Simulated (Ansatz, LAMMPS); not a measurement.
# Elastic response of amorphous Ge (61 atoms): runs compared

Aim: relax amorphous Ge (61 atoms), then change its volume and shape to read moduli from the stress.

Computed with Ansatz 0.2.0: Kohn-Sham DFT, PBEsol, PAW (set soft_1), plane waves.

## Step 1: The cell as built

The cell holds 61 atoms: 61 Ge. Cell: a = 11.317 Å, b = 11.317 Å, c = 11.317 Å, α = 90.0°, β = 90.0°, γ = 90.0°. 61 atoms (61 Ge) placed at random at 5.08 g/cm³, melted at 3500 K for 10 ps at fixed volume with the Tersoff potential (Tersoff, Phys. Rev. B 39, 5566 (1989)). Quenched from 3500 K to 100 K at 5 K/ps and fixed volume, held 5 ps, then minimised at fixed cell.

What the set-up can't give: The quench rate of 5 K/ps is many orders above laboratory rates, so the cell is likely richer in defects and strain than a real sample. The network of bonds at the start is that of the classical potential that made the cell, and needn't be the one that DFT or experiment would give. The Brillouin zone is sampled at Γ only.

## Step 2: The reference run

The reference is a single point at the end of the relaxation.

Every strained cell starts from the geometry of this run, and its atoms are relaxed with the cell held.

Its input, with most atom lines left out:

```yaml
crystal:
  lattice:
    - [11.52622, -0.23354, -0.23041]
    - [-0.23354, 11.12276, 0.19442]
    - [-0.23041, 0.19442, 11.19428]
  atoms:
    - { symbol: Ge, position: [0.14293, 0.00321, 0.37778] }
    - { symbol: Ge, position: [0.50832, 0.25864, 0.78924] }
    - { symbol: Ge, position: [0.37745, 0.9292, 0.6883] }
    - { symbol: Ge, position: [0.52834, 0.63028, 0.79124] }
    - { symbol: Ge, position: [0.32956, 0.89909, 0.18997] }
    - { symbol: Ge, position: [0.87669, 0.90464, 0.63696] }
    - { symbol: Ge, position: [0.29993, 0.44534, 0.61444] }
    [... atom lines 8 to 61 left out ...]
kpoints:
  mp_grid: { grid: [1, 1, 1] }
hamiltonian:
  xc: pbesol
  pseudopotentials: { kind: paw, azcp: { folder: soft_1 }, xc_functional: pbe }
scf:
  occupations: { method: gaussian, width: 0.025 }
output:
  forces: true
  stress: true
  populations: true
  dos:
    method: { smearing: { sigma: 0.1 } }
    de: 0.1
    projected: { site_lists: { Ge: [Ge] } }
  eigenvalues: true
  write_density: true
  write_potential: true
  volumetric_format: npy
```

* free energy per atom: -4253.3003 eV/atom
* r.m.s. force component: 0.00864 eV/Å
* pressure: 0.009959 GPa

Filled and empty levels are parted by 0.393 eV (at Γ alone); a semilocal functional tends to put such gaps too low. In a disordered cell it changes from sample to sample, and tail or defect levels can set it.

## Step 3: The runs

Each row is one run, on 4 threads of Arm Neoverse V2, shared host. The free energy is the program's total, comparable only between runs with the same functional, potentials and atoms.

```
                                 run  atoms    outcome  ionic steps, all passes  free energy (eV)     time  host memory (GiB)
           Single point at the start     61  converged                        -       -259449.561     18 s                2.1
              Cell and atoms relaxed     61  converged                        8       -259451.316  2.5 min                2.2
Single point at the relaxed geometry     61  converged                        -       -259451.316     34 s                2.2
                         Volume -3 %     61  converged                        3       -259451.082     60 s                2.1
                         Volume +3 %     61  converged                        3       -259451.113     65 s                2.3
                         Volume -6 %     61  converged                        6       -259450.351  1.9 min                2.1
                         Volume +6 %     61  converged                        3       -259450.535     69 s                2.3
                        Volume -10 %     61  converged                        7       -259448.473  2.2 min                2.0
            Stretched by 1 % along x     61  converged                        2       -259451.278     43 s                2.2
```

In some runs the program notes that the SCF threshold is loose for the stress.

## Step 4: Pressure against volume

Atoms are relaxed at each volume, in the scaled cell.

```
volume change (%)  volume (Å³/atom)  energy change (meV/atom)  pressure (GPa)  largest move on relaxing (Å)  bonds  gap (eV)
              -10            21.150                     46.60            6.86                          0.48    126               0.462
               -6            22.090                     15.81            3.75                          0.19    125               0.428
               -3            22.795                      3.82            1.79                          0.05    123               0.410
               +0            23.500                      0.00            0.01                             -    123               0.393
               +3            24.205                      3.33           -1.50                          0.07    123               0.369
               +6            24.910                     12.80           -2.78                          0.13    123               0.346
```

## Step 5: Uniaxial strain and shear

Stress (GPa, compression positive) less that of the relaxed cell, atoms relaxed:

```
                  strain      xx      yy      zz     xy  energy change (meV/atom)
stretched by 1 % along x  -0.941  -0.389  -0.394  0.016                      0.62
```

## Step 6: What came out

The bulk modulus, from the slope of pressure against ln V over the three points nearest the relaxed volume, is 54.9 GPa; a quadratic over all points gives a pressure derivative of about 3.8. The count of bonds runs from 123 to 126 over the series, so at some points contacts cross the cutoffs. The gap goes from 0.462 eV at the smallest volume to 0.346 eV at the largest, -0.7 eV per unit of ln V by a straight line, on the run's k-points.

Caveats: Strains are finite and relaxations stop at the force tolerance of the input, which can leave moduli too stiff; they are those of a static cell at zero temperature. Volumes are changed with the cell's shape held, so in an anisotropic solid the modulus lies over the one under free hydrostatic load. The program notes that the SCF threshold of the relaxations is loose for the stress.

The DFT runs together took 11 min of wall time.

[Logs are printed without paths, hosts, clocks, repeated set-up lines and the standing remarks that a program may print on its own settings, such as how far it seeks lower states.]

[Hosts, paths, dates, database ids (printed as entryN), source tags and the programs' standing remarks are cut or masked in the printed files.]
